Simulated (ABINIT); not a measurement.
## Diamond (Fd-3m, 2 atoms a cell): G0W0 in ABINIT against the bands in the self-energy

Wanted: the cheapest bands in the self-energy that holds the gap of Diamond (Fd-3m, 2 atoms a cell).

Main program and level: ABINIT 10.8.3; PBE and many-body steps on it, plane waves.

### Step 1. Starting point

The structure is cubic, space group Fd-3m (No. 227). Conventional cell: a = 3.567 Å, b = 3.567 Å, c = 3.567 Å, α = 90.00°, β = 90.00°, γ = 90.00°. C has 4 C at 1.54 Å nearest.

The cell and positions come from the Crystallography Open Database and are kept as given unless a step says otherwise.

### Step 2. Screening, 8×8×8 mesh, 210 bands, screening to 435.4 eV

This step: ABINIT 10.8.3; RPA screening on PBE, plane waves, norm-conserving pseudopotentials.

The RPA dielectric matrix is built and inverted for each q.

Contents of run.abi:

```
acell 3*1.0 Angstrom
rprim 
  -0.000000000000 1.783370000000 1.783370000000
  1.783370000000 -0.000000000000 1.783370000000
  1.783370000000 1.783370000000 0.000000000000
ntypat 1
znucl 6
natom 2
typat 1 1
xred 
  -0.000000000000 0.000000000000 0.000000000000
  0.250000000000 0.250000000000 0.250000000000
pp_dirpath "pseudos"
pseudos "C.upf"
ecut 37
ngkpt 8 8 8
nshiftk 1
shiftk 0 0 0
kptopt 1
chksymbreak 0
istwfk *1
occopt 1
irdwfk 1
optdriver 3
nband 210
ecuteps 16
inclvkb 2
awtr 1
symchi 1
indata_prefix "in"
outdata_prefix "out"
tmpdata_prefix "tmp"
```

Launch:

```sh
$ OMP_NUM_THREADS=1 mpirun -n 8 abinit run.abi > log
```

What it wrote:

```text
.Version 10.8.3 of ABINIT. v10.8.2 released Aug 2026.

 Symmetries : space group Fd -3 m (#227); Bravais cF (face-center cubic)
[... echo of the input left out ...]
== DATASET  1 ==================================================================
-   mpi_nproc: 8, omp_nthreads: 1 (-1 if OMP is not activated)

--- !DatasetInfo
iteration_state: {dtset: 1, }
dimensions: {natom: 2, nkpt: 29, mband: 210, nsppol: 1, nspinor: 1, nspden: 1, mpw: 869, }
cutoff_energies: {ecut:  37.0, pawecutdg:  -1.0, }
electrons: {nelect:   8.00000000E+00, charge:   0.00000000E+00, occopt:   1.00000000E+00, tsmear:   1.00000000E-02, }

 SCREENING: Calculation of the susceptibility and dielectric matrices

 Based on a program developped by R.W. Godby, V. Olevano, G. Onida, and L. Reining.
 Incorporated in ABINIT by V. Olevano, G.-M. Rignanese, and M. Torrent.
.Using double precision arithmetic ; gwpc =  8

[... cell and pseudopotentials left out ...]
--------------------------------------------------------------------------------

 ==== K-mesh for the wavefunctions ====
 Number of points in the irreducible wedge :    29
[... list of points left out ...]
 Together with 48 symmetry operations and time-reversal symmetry
 yields   512 points in the full Brillouin Zone.

 ==== Q-mesh for the screening function ====
 Number of points in the irreducible wedge :    29
[... list of points left out ...]
 Together with 48 symmetry operations and time-reversal symmetry
 yields   512 points in the full Brillouin Zone.

 setmesh: FFT mesh size selected  =    24x   24x   24
          total number of points  =        13824

 vcoul_init : cutoff-mode = AUXILIARY_FUNCTION
 q-points for optical limit:   1
     1)      0.000010    0.000020    0.000030

- screening: taking advantage of time-reversal symmetry
- Maximum band index for partially occupied states nbvw = 4
- Remaining bands to be divided among processors   nbcw = 206
- Number of bands treated by each node ~25

 Number of electrons calculated from density =    8.0000; Expected =    8.0000
 average of density, n =  0.104505
 r_s =    1.3170
 omega_plasma =   31.1835 [eV]

 calculating chi0 at frequencies [eV] :
  1    0.000000E+00    0.000000E+00
  2    0.000000E+00    3.118352E+01

--------------------------------------------------------------------------------
  q-point number  1        q = ( 0.000000, 0.000000, 0.000000) [r.l.u.]
--------------------------------------------------------------------------------
[... chi0 elements left out ...]
 For q-point:  0.000010 0.000020 0.000030
  dielectric constant =   5.5091
  dielectric constant without local fields =   5.9491

  Average fulfillment of the sum rule on Im[epsilon] for q-point    1 :     99.09  [%]
[... wings left out ...]
  q-point number  2        q = ( 0.125000, 0.000000, 0.000000) [r.l.u.]
--------------------------------------------------------------------------------
[... chi0 elements left out ...]
  Average fulfillment of the sum rule on Im[epsilon] for q-point    2 :    100.81  [%]

 [... 27 further q-points ...]
```

Elapsed: 4.2 min, on 8 MPI ranks of Arm Neoverse V1, shared host; peak memory 3 GiB; 34 min of CPU time.

This step gave:

- ε∞ with local fields, on this mesh, along the program's q direction: 5.509
- the same without local fields: 5.949
- plasma frequency: 31.18 eV
- plane waves in the screening matrix: 259

Local fields lower ε∞ by 7 %.

### Step 3. 12 bands

This step: G0W0 on PBE, plane waves, norm-conserving pseudopotentials.

Changes to run.abi since step 2:

```diff
@@ -23,8 +23,17 @@
 irdwfk 1
-optdriver 3
-nband 210
+optdriver 4
+nband 12
+gwcalctyp 0
+ecutsigx 37
+symsigma 1
+nkptgw 2
+kptgw 
+  0.0000000000 0.0000000000 0.0000000000
+  0.3750000000 0.3750000000 0.0000000000
+bdgw 
+  2 7
+  3 6
 ecuteps 16
-inclvkb 2
-awtr 1
-symchi 1
+irdscr 1
+ppmodel 1
 indata_prefix "in"
```

What it wrote:

```text
.Version 10.8.3 of ABINIT. v10.8.2 released Aug 2026.

 Symmetries : space group Fd -3 m (#227); Bravais cF (face-center cubic)
[... echo of the input left out ...]
== DATASET  1 ==================================================================
-   mpi_nproc: 8, omp_nthreads: 1 (-1 if OMP is not activated)

--- !DatasetInfo
iteration_state: {dtset: 1, }
dimensions: {natom: 2, nkpt: 29, mband: 12, nsppol: 1, nspinor: 1, nspden: 1, mpw: 869, }
cutoff_energies: {ecut:  37.0, pawecutdg:  -1.0, }
electrons: {nelect:   8.00000000E+00, charge:   0.00000000E+00, occopt:   1.00000000E+00, tsmear:   1.00000000E-02, }

 SIGMA: Calculation of the GW corrections

 Based on a program developped by R.W. Godby, V. Olevano, G. Onida, and L. Reining.
 Incorporated in ABINIT by V. Olevano, G.-M. Rignanese, and M. Torrent.
.Using double precision arithmetic ; gwpc =  8

[... cell and pseudopotentials left out ...]
--------------------------------------------------------------------------------

 ==== K-mesh for the wavefunctions ====
 Number of points in the irreducible wedge :    29
[... list of points left out ...]
 Together with 48 symmetry operations and time-reversal symmetry
 yields   512 points in the full Brillouin Zone.

 ==== Q-mesh for screening function ====
 Number of points in the irreducible wedge :    29
[... list of points left out ...]
 Together with 48 symmetry operations and time-reversal symmetry
 yields   512 points in the full Brillouin Zone.

 vcoul_init : cutoff-mode = AUXILIARY_FUNCTION
 q-points for optical limit:   1
     1)      0.000010    0.000020    0.000030
 setmesh: FFT mesh size selected  =    32x   32x   32
          total number of points  =        32768

 Number of electrons calculated from density =    8.0000; Expected =    8.0000
 average of density, n =  0.104505
 r_s =    1.3170
 omega_plasma =   31.1835 [eV]

 === KS Band Gaps ===
  >>>> For spin  1
   Minimum direct gap =   5.6255 [eV], located at k-point      :   0.0000  0.0000  0.0000
   Fundamental gap    =   4.1901 [eV], Top of valence bands at :   0.0000  0.0000  0.0000
                                       Bottom of conduction at :   0.3750  0.3750  0.0000
 SIGMA fundamental parameters:
 PLASMON POLE MODEL  1
 number of plane-waves for SigmaX                  869
 number of plane-waves for SigmaC and W            259
 number of plane-waves for wavefunctions           869
 number of bands                                    12
 number of independent spin polarizations            1
 number of spinorial components                      1
 number of k-points in IBZ                          29
 number of q-points in IBZ                          29
 number of symmetry operations                      48
 number of k-points in BZ                          512
 number of q-points in BZ                          512
 number of frequencies for dSigma/dE                 9
 frequency step for dSigma/dE [eV]                0.25
 number of omega for Sigma on real axis              0
 max omega for Sigma on real axis  [eV]           0.00
 zcut for avoiding poles [eV]                     0.10

 EPSILON^-1 parameters (SCR file):
 dimension of the eps^-1 matrix on file            259
 dimension of the eps^-1 matrix used               259
 number of plane-waves for wavefunctions           869
 number of bands                                   210
 number of q-points in IBZ                          29
 number of frequencies                               2
 number of real frequencies                          1
 number of imag frequencies                          1

 matrix elements of self-energy operator (all in [eV])

 Perturbative Calculation

--- !SelfEnergy_ee
iteration_state: {dtset: 1, }
kpoint     : [   0.000,    0.000,    0.000, ]
spin       : 1
KS_gap     :    5.626
QP_gap     :    7.511
Delta_QP_KS:    1.885
data: !SigmaeeData |
     Band     E0 <VxcDFT>   SigX SigC(E0)      Z dSigC/dE  Sig(E)    E-E0       E
        2  10.293 -16.962 -19.293   2.652   0.839  -0.192 -16.692   0.270  10.563
        3  10.293 -16.962 -19.293   2.652   0.839  -0.192 -16.692   0.270  10.563
        4  10.293 -16.962 -19.293   2.652   0.839  -0.192 -16.692   0.270  10.563
        5  15.918 -15.643  -9.539  -3.543   0.842  -0.188 -13.488   2.155  18.073
        6  15.918 -15.643  -9.539  -3.543   0.842  -0.188 -13.488   2.155  18.073
        7  15.918 -15.643  -9.539  -3.543   0.842  -0.188 -13.488   2.155  18.073

--- !SelfEnergy_ee
iteration_state: {dtset: 1, }
kpoint     : [   0.375,    0.375,    0.000, ]
spin       : 1
KS_gap     :    9.944
QP_gap     :   11.705
Delta_QP_KS:    1.761
data: !SigmaeeData |
     Band     E0 <VxcDFT>   SigX SigC(E0)      Z dSigC/dE  Sig(E)    E-E0       E
        3   4.539 -15.969 -20.469   4.130   0.822  -0.217 -16.273  -0.304   4.235
        4   4.539 -15.969 -20.469   4.130   0.822  -0.217 -16.273  -0.304   4.235
        5  14.483 -14.094  -8.673  -3.706   0.849  -0.177 -12.637   1.457  15.940
        6  17.096 -13.238  -7.304  -4.231   0.851  -0.175 -11.789   1.449  18.545

== END DATASET(S) ==============================================================
================================================================================

 -outvars: echo values of variables after computation  --------
           etotal      0.0000000000E+00
            nband          12
             nkpt          29
          spgroup         227
 [... the other variables as echoed above ...]

 Calculation completed.
```

It took 5.8 s on 8 MPI ranks; peak memory 1.8 GiB.

Numbers from this step:

| Quantity | Value |
| --- | --- |
| G0W0 gap on the points computed | 5.377 eV |
| starting gap on the mesh | 4.190 eV |
| k of the valence top | 0, 0, 0 |
| k of the conduction bottom | 0.375, 0.375, 0 |
| Z at the valence top | 0.839 |
| Z at the conduction bottom | 0.849 |
| least direct G0W0 gap on the computed points | 7.51 eV |

### Step 4. 22 bands

Changes to run.abi since step 3:

```diff
@@ -24,3 +24,3 @@
 optdriver 4
-nband 12
+nband 22
 gwcalctyp 0
```

What it wrote:

```text
.Version 10.8.3 of ABINIT. v10.8.2 released Aug 2026.

 Symmetries : space group Fd -3 m (#227); Bravais cF (face-center cubic)
[... echo of the input left out ...]
== DATASET  1 ==================================================================
-   mpi_nproc: 8, omp_nthreads: 1 (-1 if OMP is not activated)

--- !DatasetInfo
iteration_state: {dtset: 1, }
dimensions: {natom: 2, nkpt: 29, mband: 22, nsppol: 1, nspinor: 1, nspden: 1, mpw: 869, }
cutoff_energies: {ecut:  37.0, pawecutdg:  -1.0, }
electrons: {nelect:   8.00000000E+00, charge:   0.00000000E+00, occopt:   1.00000000E+00, tsmear:   1.00000000E-02, }

 SIGMA: Calculation of the GW corrections

 Based on a program developped by R.W. Godby, V. Olevano, G. Onida, and L. Reining.
 Incorporated in ABINIT by V. Olevano, G.-M. Rignanese, and M. Torrent.
.Using double precision arithmetic ; gwpc =  8

[... cell and pseudopotentials left out ...]
--------------------------------------------------------------------------------

 ==== K-mesh for the wavefunctions ====
 Number of points in the irreducible wedge :    29
[... list of points left out ...]
 Together with 48 symmetry operations and time-reversal symmetry
 yields   512 points in the full Brillouin Zone.

 ==== Q-mesh for screening function ====
 Number of points in the irreducible wedge :    29
[... list of points left out ...]
 Together with 48 symmetry operations and time-reversal symmetry
 yields   512 points in the full Brillouin Zone.

 vcoul_init : cutoff-mode = AUXILIARY_FUNCTION
 q-points for optical limit:   1
     1)      0.000010    0.000020    0.000030
 setmesh: FFT mesh size selected  =    32x   32x   32
          total number of points  =        32768

 Number of electrons calculated from density =    8.0000; Expected =    8.0000
[...]
number of omega for Sigma on real axis              0
 max omega for Sigma on real axis  [eV]           0.00
 zcut for avoiding poles [eV]                     0.10

 EPSILON^-1 parameters (SCR file):
 dimension of the eps^-1 matrix on file            259
 dimension of the eps^-1 matrix used               259
 number of plane-waves for wavefunctions           869
 number of bands                                   210
 number of q-points in IBZ                          29
 number of frequencies                               2
 number of real frequencies                          1
 number of imag frequencies                          1

 matrix elements of self-energy operator (all in [eV])

 Perturbative Calculation

--- !SelfEnergy_ee
iteration_state: {dtset: 1, }
kpoint     : [   0.000,    0.000,    0.000, ]
spin       : 1
KS_gap     :    5.626
QP_gap     :    7.431
Delta_QP_KS:    1.805
data: !SigmaeeData |
     Band     E0 <VxcDFT>   SigX SigC(E0)      Z dSigC/dE  Sig(E)    E-E0       E
        2  10.293 -16.962 -19.293   1.987   0.834  -0.200 -17.249  -0.286  10.007
        3  10.293 -16.962 -19.293   1.987   0.834  -0.200 -17.249  -0.286  10.007
        4  10.293 -16.962 -19.293   1.987   0.834  -0.200 -17.249  -0.286  10.007
[...]
--- !SelfEnergy_ee
iteration_state: {dtset: 1, }
kpoint     : [   0.375,    0.375,    0.000, ]
spin       : 1
KS_gap     :    9.944
QP_gap     :   11.640
Delta_QP_KS:    1.695
data: !SigmaeeData |
     Band     E0 <VxcDFT>   SigX SigC(E0)      Z dSigC/dE  Sig(E)    E-E0       E
[...]
5  14.483 -14.094  -8.673  -4.308   0.844  -0.185 -13.155   0.940  15.422
        6  17.096 -13.238  -7.304  -4.855   0.845  -0.183 -12.326   0.912  18.008

== END DATASET(S) ==============================================================
================================================================================

 -outvars: echo values of variables after computation  --------
           etotal      0.0000000000E+00
            nband          22
             nkpt          29
          spgroup         227
 [... the other variables as echoed above ...]

 Calculation completed.
```

Run time: 7.6 s. Hardware: 8 MPI ranks; peak memory 1.8 GiB; 60 s of CPU time.

This step gave:

| Property | Result |
| --- | --- |
| G0W0 gap on the points computed | 5.415 eV |
| starting gap on the mesh | 4.190 eV |
| k of the valence top | 0, 0, 0 |
| k of the conduction bottom | 0.375, 0.375, 0 |
| Z at the valence top | 0.834 |
| Z at the conduction bottom | 0.844 |
| least direct G0W0 gap on the computed points | 7.431 eV |

(Part 1 of 2 ends here.)

[Paths, hosts, dates, memory and timing lines, banners, echoed tables and standing remarks are left out of the program output.]

[Logs are printed without paths, hosts, clocks, repeated set-up lines and the standing remarks that a program may print on its own settings, such as how far it seeks lower states.]

[Runs of the session that timed out or met a known fault of the program may be left out.]

[No measured gap is set beside runs whose start may be inverted or whose files or cutoffs have a known fault.]

[Hosts, paths, dates, database ids (printed as entryN), source tags and the programs' standing remarks are cut or masked in the printed files.]

[G0W0 gaps are taken among the corrected bands and points alone; a level outside them can change the order at an edge.]

[Where Ansatz stands beside ABINIT at settings called matched, ABINIT's density can come from a denser mesh and the files from another edition; pairs whose starting gaps differed by over 0.03 eV were left out, so agreement reads better than it is.]
